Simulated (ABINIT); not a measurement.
# Te2Mo (P6_3/mmc): G0W0 in ABINIT against the exchange cutoff

Aim: move the exchange cutoff of a G0W0 run on Te2Mo (P6_3/mmc) over a wide range.

Calculated with ABINIT 10.8.3; PBE and many-body steps on it, plane waves.

### 1. Set-up

Symmetry: P6_3/mmc, No. 194, hexagonal system. Conventional cell: a = 3.518 Å, b = 3.518 Å, c = 13.974 Å, α = 90.00°, β = 90.00°, γ = 120.00°. Nearest to Te lie 3 Mo at 2.72 Å. Mo has 6 Te at 2.72 Å nearest. Farther neighbours and most contacts between anions are not listed.

The cell and positions come from the Crystallography Open Database and are kept as given unless a step says otherwise. Spin-orbit coupling is left out unless a step names it.

### 2. Screening, 3×3×1 mesh, 132 bands, screening to 106.1 eV

This step: ABINIT 10.8.3; RPA screening on PBE, plane waves, norm-conserving pseudopotentials.

The RPA dielectric matrix is built and inverted for each q.

The input, run.abi:

```
acell 3*1.0 Angstrom
rprim 
  3.518200000003 -0.000000000001 0.000000000000
  -1.759100000001 3.046850575598 0.000000000000
  0.000000000000 0.000000000000 13.973600000000
ntypat 2
znucl 52 42
natom 6
typat 1 1 1 1 2 2
xred 
  0.333333333333 0.666666666667 0.621000000000
  0.666666666667 0.333333333333 0.121000000000
  0.333333333333 0.666666666667 0.879000000000
  0.666666666667 0.333333333333 0.379000000000
  0.333333333333 0.666666666667 0.250000000000
  0.666666666667 0.333333333333 0.750000000000
pp_dirpath "pseudos"
pseudos "Te.upf, Mo.upf"
ecut 36
ngkpt 3 3 1
nshiftk 1
shiftk 0 0 0
kptopt 1
chksymbreak 0
istwfk *1
occopt 1
irdwfk 1
optdriver 3
nband 132
ecuteps 3.9
inclvkb 2
awtr 1
symchi 1
indata_prefix "in"
outdata_prefix "out"
tmpdata_prefix "tmp"
```

The run is started by

```console
> OMP_NUM_THREADS=1 mpirun -n 8 abinit run.abi > log
```

The program printed:

```text
.Version 10.8.3 of ABINIT. v10.8.2 released Aug 2026.

 Symmetries : space group P6_3/m m c (#194); Bravais hP (primitive hexag.)
[... echo of the input left out ...]
== DATASET  1 ==================================================================
-   mpi_nproc: 8, omp_nthreads: 1 (-1 if OMP is not activated)

--- !DatasetInfo
iteration_state: {dtset: 1, }
dimensions: {natom: 6, nkpt: 3, mband: 132, nsppol: 1, nspinor: 1, nspden: 1, mpw: 10515, }
cutoff_energies: {ecut:  36.0, pawecutdg:  -1.0, }
electrons: {nelect:   9.20000000E+01, charge:   0.00000000E+00, occopt:   1.00000000E+00, tsmear:   1.00000000E-02, }

 SCREENING: Calculation of the susceptibility and dielectric matrices

 Based on a program developped by R.W. Godby, V. Olevano, G. Onida, and L. Reining.
 Incorporated in ABINIT by V. Olevano, G.-M. Rignanese, and M. Torrent.
.Using double precision arithmetic ; gwpc =  8

[... cell and pseudopotentials left out ...]
--------------------------------------------------------------------------------

 ==== K-mesh for the wavefunctions ====
 Number of points in the irreducible wedge :     3
[... list of points left out ...]
 Together with 24 symmetry operations and time-reversal symmetry
 yields     9 points in the full Brillouin Zone.

 ==== Q-mesh for the screening function ====
 Number of points in the irreducible wedge :     3
[... list of points left out ...]
 Together with 24 symmetry operations and time-reversal symmetry
 yields     9 points in the full Brillouin Zone.

 setmesh: FFT mesh size selected  =    24x   24x   96
          total number of points  =        55296

 vcoul_init : cutoff-mode = AUXILIARY_FUNCTION
 q-points for optical limit:   1
     1)      0.000010    0.000020    0.000030

- screening: taking advantage of time-reversal symmetry
- Maximum band index for partially occupied states nbvw = 46
- Remaining bands to be divided among processors   nbcw = 86
- Number of bands treated by each node ~10

 Number of electrons calculated from density =   92.0000; Expected =   92.0000
 average of density, n =  0.091015
 r_s =    1.3791
 omega_plasma =   29.1012 [eV]

 calculating chi0 at frequencies [eV] :
  1    0.000000E+00    0.000000E+00
  2    0.000000E+00    2.910122E+01

--------------------------------------------------------------------------------
  q-point number  1        q = ( 0.000000, 0.000000, 0.000000) [r.l.u.]
--------------------------------------------------------------------------------
[... chi0 elements left out ...]
 For q-point:  0.000010 0.000020 0.000030
  dielectric constant =  20.4753
  dielectric constant without local fields =  23.0659

  Average fulfillment of the sum rule on Im[epsilon] for q-point    1 :     56.13  [%]
[... wings left out ...]
  q-point number  2        q = ( 0.333333, 0.000000, 0.000000) [r.l.u.]
--------------------------------------------------------------------------------
[... chi0 elements left out ...]
  Average fulfillment of the sum rule on Im[epsilon] for q-point    2 :     51.63  [%]

 [... 1 further q-points ...]
```

Run time: 57 s. Hardware: 8 MPI ranks of Intel Xeon Platinum 8488C (Sapphire Rapids), shared host; peak memory 2.6 GiB.

This step gave:

* ε∞ with local fields, on this mesh, along the program's q direction: 20.48
* the same without local fields: 23.07
* plasma frequency: 29.10 eV
* plane waves in the screening matrix: 341

Local fields lower ε∞ by 11 %. On a Γ-centred mesh this coarse the value itself is usually too large, while a short band sum pulls it down.

### 3. 3.6 Ha

This step: G0W0 on PBE, plane waves, norm-conserving pseudopotentials.

Edit run.abi of step 2 so:

```diff
@@ -27,8 +27,17 @@
 irdwfk 1
-optdriver 3
+optdriver 4
 nband 132
+gwcalctyp 0
+ecutsigx 3.6
+symsigma 1
+nkptgw 2
+kptgw 
+  0.0000000000 0.0000000000 0.0000000000
+  0.3333333333 0.3333333333 0.0000000000
+bdgw 
+  45 48
+  45 48
 ecuteps 3.9
-inclvkb 2
-awtr 1
-symchi 1
+irdscr 1
+ppmodel 1
 indata_prefix "in"
```

The program printed:

```text
.Version 10.8.3 of ABINIT. v10.8.2 released Aug 2026.

 Symmetries : space group P6_3/m m c (#194); Bravais hP (primitive hexag.)
[... echo of the input left out ...]
== DATASET  1 ==================================================================
-   mpi_nproc: 8, omp_nthreads: 1 (-1 if OMP is not activated)

--- !DatasetInfo
iteration_state: {dtset: 1, }
dimensions: {natom: 6, nkpt: 3, mband: 132, nsppol: 1, nspinor: 1, nspden: 1, mpw: 10515, }
cutoff_energies: {ecut:  36.0, pawecutdg:  -1.0, }
electrons: {nelect:   9.20000000E+01, charge:   0.00000000E+00, occopt:   1.00000000E+00, tsmear:   1.00000000E-02, }

 SIGMA: Calculation of the GW corrections

 Based on a program developped by R.W. Godby, V. Olevano, G. Onida, and L. Reining.
 Incorporated in ABINIT by V. Olevano, G.-M. Rignanese, and M. Torrent.
.Using double precision arithmetic ; gwpc =  8

[... cell and pseudopotentials left out ...]
--------------------------------------------------------------------------------

 ==== K-mesh for the wavefunctions ====
 Number of points in the irreducible wedge :     3
[... list of points left out ...]
 Together with 24 symmetry operations and time-reversal symmetry
 yields     9 points in the full Brillouin Zone.

 ==== Q-mesh for screening function ====
 Number of points in the irreducible wedge :     3
[... list of points left out ...]
 Together with 24 symmetry operations and time-reversal symmetry
 yields     9 points in the full Brillouin Zone.

 vcoul_init : cutoff-mode = AUXILIARY_FUNCTION
 q-points for optical limit:   1
     1)      0.000010    0.000020    0.000030
 setmesh: FFT mesh size selected  =    24x   24x   96
          total number of points  =        55296

 Number of electrons calculated from density =   92.0000; Expected =   92.0000
 average of density, n =  0.091015
 r_s =    1.3791
 omega_plasma =   29.1012 [eV]

 === KS Band Gaps ===
  >>>> For spin  1
   Minimum direct gap =   1.0377 [eV], located at k-point      :   0.3333  0.3333  0.0000
   Fundamental gap    =   0.9565 [eV], Top of valence bands at :   0.0000  0.0000  0.0000
                                       Bottom of conduction at :   0.3333  0.3333  0.0000
 SIGMA fundamental parameters:
 PLASMON POLE MODEL  1
 number of plane-waves for SigmaX                  329
 number of plane-waves for SigmaC and W            329
 number of plane-waves for wavefunctions         10361
 number of bands                                   132
 number of independent spin polarizations            1
 number of spinorial components                      1
 number of k-points in IBZ                           3
 number of q-points in IBZ                           3
 number of symmetry operations                      24
 number of k-points in BZ                            9
 number of q-points in BZ                            9
 number of frequencies for dSigma/dE                 9
 frequency step for dSigma/dE [eV]                0.25
 number of omega for Sigma on real axis              0
 max omega for Sigma on real axis  [eV]           0.00
 zcut for avoiding poles [eV]                     0.10

 EPSILON^-1 parameters (SCR file):
 dimension of the eps^-1 matrix on file            341
 dimension of the eps^-1 matrix used               329
 number of plane-waves for wavefunctions         10361
 number of bands                                   132
 number of q-points in IBZ                           3
 number of frequencies                               2
 number of real frequencies                          1
 number of imag frequencies                          1

 matrix elements of self-energy operator (all in [eV])

 Perturbative Calculation

--- !SelfEnergy_ee
iteration_state: {dtset: 1, }
kpoint     : [   0.000,    0.000,    0.000, ]
spin       : 1
KS_gap     :    2.886
QP_gap     :    2.225
Delta_QP_KS:   -0.661
data: !SigmaeeData |
     Band     E0 <VxcDFT>   SigX SigC(E0)      Z dSigC/dE  Sig(E)    E-E0       E
       45   7.652 -12.579 -14.892   2.212   0.799  -0.252 -12.659  -0.081   7.571
       46   7.987 -15.979 -15.039   1.329   0.775  -0.290 -14.221   1.759   9.746
       47  10.873 -14.174  -9.696  -3.091   0.791  -0.264 -13.076   1.098  11.971
       48  10.873 -14.174  -9.696  -3.091   0.791  -0.264 -13.076   1.098  11.971

--- !SelfEnergy_ee
iteration_state: {dtset: 1, }
kpoint     : [   0.333,    0.333,    0.000, ]
spin       : 1
KS_gap     :    1.038
QP_gap     :    1.728
Delta_QP_KS:    0.691
data: !SigmaeeData |
     Band     E0 <VxcDFT>   SigX SigC(E0)      Z dSigC/dE  Sig(E)    E-E0       E
       45   7.669 -15.398 -14.847   1.760   0.771  -0.297 -13.617   1.781   9.450
       46   7.906 -16.094 -15.351   1.764   0.770  -0.299 -14.164   1.929   9.835
       47   8.943 -16.955 -10.140  -3.395   0.766  -0.305 -14.335   2.620  11.563
       48   8.943 -16.955 -10.140  -3.395   0.766  -0.305 -14.335   2.620  11.563

== END DATASET(S) ==============================================================
================================================================================

 -outvars: echo values of variables after computation  --------
           etotal      0.0000000000E+00
            nband         132
             nkpt           3
          spgroup         194
 [... the other variables as echoed above ...]

 Calculation completed.
```

Run time: 9 s. Hardware: 8 MPI ranks; peak memory 1.5 GiB; 67 s of CPU time.

Numbers from this step:

* G0W0 gap on the points computed: 1.728 eV
* starting gap on the mesh: 0.9565 eV
* k of the valence top: 0.3333, 0.3333, 0
* k of the conduction bottom: 0.3333, 0.3333, 0
* Z at the valence top: 0.77
* Z at the conduction bottom: 0.766
* least direct G0W0 gap on the computed points: 1.728 eV

### 4. 7.2 Ha

Edit run.abi of step 3 so:

```diff
@@ -30,3 +30,3 @@
 gwcalctyp 0
-ecutsigx 3.6
+ecutsigx 7.2
 symsigma 1
```

The program printed:

```text
.Version 10.8.3 of ABINIT. v10.8.2 released Aug 2026.

 Symmetries : space group P6_3/m m c (#194); Bravais hP (primitive hexag.)
[... echo of the input left out ...]
== DATASET  1 ==================================================================
-   mpi_nproc: 8, omp_nthreads: 1 (-1 if OMP is not activated)

--- !DatasetInfo
iteration_state: {dtset: 1, }
dimensions: {natom: 6, nkpt: 3, mband: 132, nsppol: 1, nspinor: 1, nspden: 1, mpw: 10515, }
cutoff_energies: {ecut:  36.0, pawecutdg:  -1.0, }
electrons: {nelect:   9.20000000E+01, charge:   0.00000000E+00, occopt:   1.00000000E+00, tsmear:   1.00000000E-02, }

 SIGMA: Calculation of the GW corrections

 Based on a program developped by R.W. Godby, V. Olevano, G. Onida, and L. Reining.
 Incorporated in ABINIT by V. Olevano, G.-M. Rignanese, and M. Torrent.
.Using double precision arithmetic ; gwpc =  8

[... cell and pseudopotentials left out ...]
--------------------------------------------------------------------------------

 ==== K-mesh for the wavefunctions ====
 Number of points in the irreducible wedge :     3
[... list of points left out ...]
 Together with 24 symmetry operations and time-reversal symmetry
 yields     9 points in the full Brillouin Zone.

 ==== Q-mesh for screening function ====
 Number of points in the irreducible wedge :     3
[... list of points left out ...]
 Together with 24 symmetry operations and time-reversal symmetry
 yields     9 points in the full Brillouin Zone.

 vcoul_init : cutoff-mode = AUXILIARY_FUNCTION
 q-points for optical limit:   1
     1)      0.000010    0.000020    0.000030
 setmesh: FFT mesh size selected  =    24x   24x  108
          total number of points  =        62208

 Number of electrons calculated from density =   92.0000; Expected =   92.0000
[...]
number of omega for Sigma on real axis              0
 max omega for Sigma on real axis  [eV]           0.00
 zcut for avoiding poles [eV]                     0.10

 EPSILON^-1 parameters (SCR file):
 dimension of the eps^-1 matrix on file            341
 dimension of the eps^-1 matrix used               341
 number of plane-waves for wavefunctions         10361
 number of bands                                   132
 number of q-points in IBZ                           3
 number of frequencies                               2
 number of real frequencies                          1
 number of imag frequencies                          1

 matrix elements of self-energy operator (all in [eV])

 Perturbative Calculation

--- !SelfEnergy_ee
iteration_state: {dtset: 1, }
kpoint     : [   0.000,    0.000,    0.000, ]
spin       : 1
KS_gap     :    2.886
QP_gap     :    2.572
Delta_QP_KS:   -0.314
data: !SigmaeeData |
     Band     E0 <VxcDFT>   SigX SigC(E0)      Z dSigC/dE  Sig(E)    E-E0       E
       45   7.652 -12.579 -15.289   2.212   0.799  -0.252 -12.976  -0.398   7.254
       46   7.987 -15.979 -16.250   1.331   0.775  -0.291 -15.158   0.821   8.808
       47  10.873 -14.174 -10.443  -3.091   0.791  -0.264 -13.667   0.507  11.380
[...]
--- !SelfEnergy_ee
iteration_state: {dtset: 1, }
kpoint     : [   0.333,    0.333,    0.000, ]
spin       : 1
KS_gap     :    1.038
QP_gap     :    1.609
Delta_QP_KS:    0.571
data: !SigmaeeData |
     Band     E0 <VxcDFT>   SigX SigC(E0)      Z dSigC/dE  Sig(E)    E-E0       E
[...]
47   8.943 -16.955 -11.608  -3.390   0.766  -0.306 -15.456   1.499  10.442
       48   8.943 -16.955 -11.608  -3.390   0.766  -0.306 -15.456   1.499  10.442

== END DATASET(S) ==============================================================
================================================================================

 -outvars: echo values of variables after computation  --------
           etotal      0.0000000000E+00
            nband         132
             nkpt           3
          spgroup         194
 [... the other variables as echoed above ...]

 Calculation completed.
```

The job ended after 10 s (8 MPI ranks; peak memory 1.6 GiB).

Numbers from this step:

```yaml
g0w0_gap_on_the_points_computed: 1.609 eV
starting_gap_on_the_mesh: 0.9565 eV
k_of_the_valence_top: 0.3333, 0.3333, 0
k_of_the_conduction_bottom: 0.3333, 0.3333, 0
z_at_the_valence_top: 0.77
z_at_the_conduction_bottom: 0.766
least_direct_g0w0_gap_on_the_computed_points: 1.609 eV
```

(Part 1 of 2 ends here.)

[Paths, hosts, dates, memory and timing lines, banners, echoed tables and standing remarks are left out of the program output.]

[Logs are printed without paths, hosts, clocks, repeated set-up lines and the standing remarks that a program may print on its own settings, such as how far it seeks lower states.]

[Runs of the session that timed out or met a known fault of the program may be left out.]

[No measured gap is set beside runs whose start may be inverted or whose files or cutoffs have a known fault.]

[Hosts, paths, dates, database ids (printed as entryN), source tags and the programs' standing remarks are cut or masked in the printed files.]

[G0W0 gaps are taken among the corrected bands and points alone; a level outside them can change the order at an edge.]

[Where Ansatz stands beside ABINIT at settings called matched, ABINIT's density can come from a denser mesh and the files from another edition; pairs whose starting gaps differed by over 0.03 eV were left out, so agreement reads better than it is.]
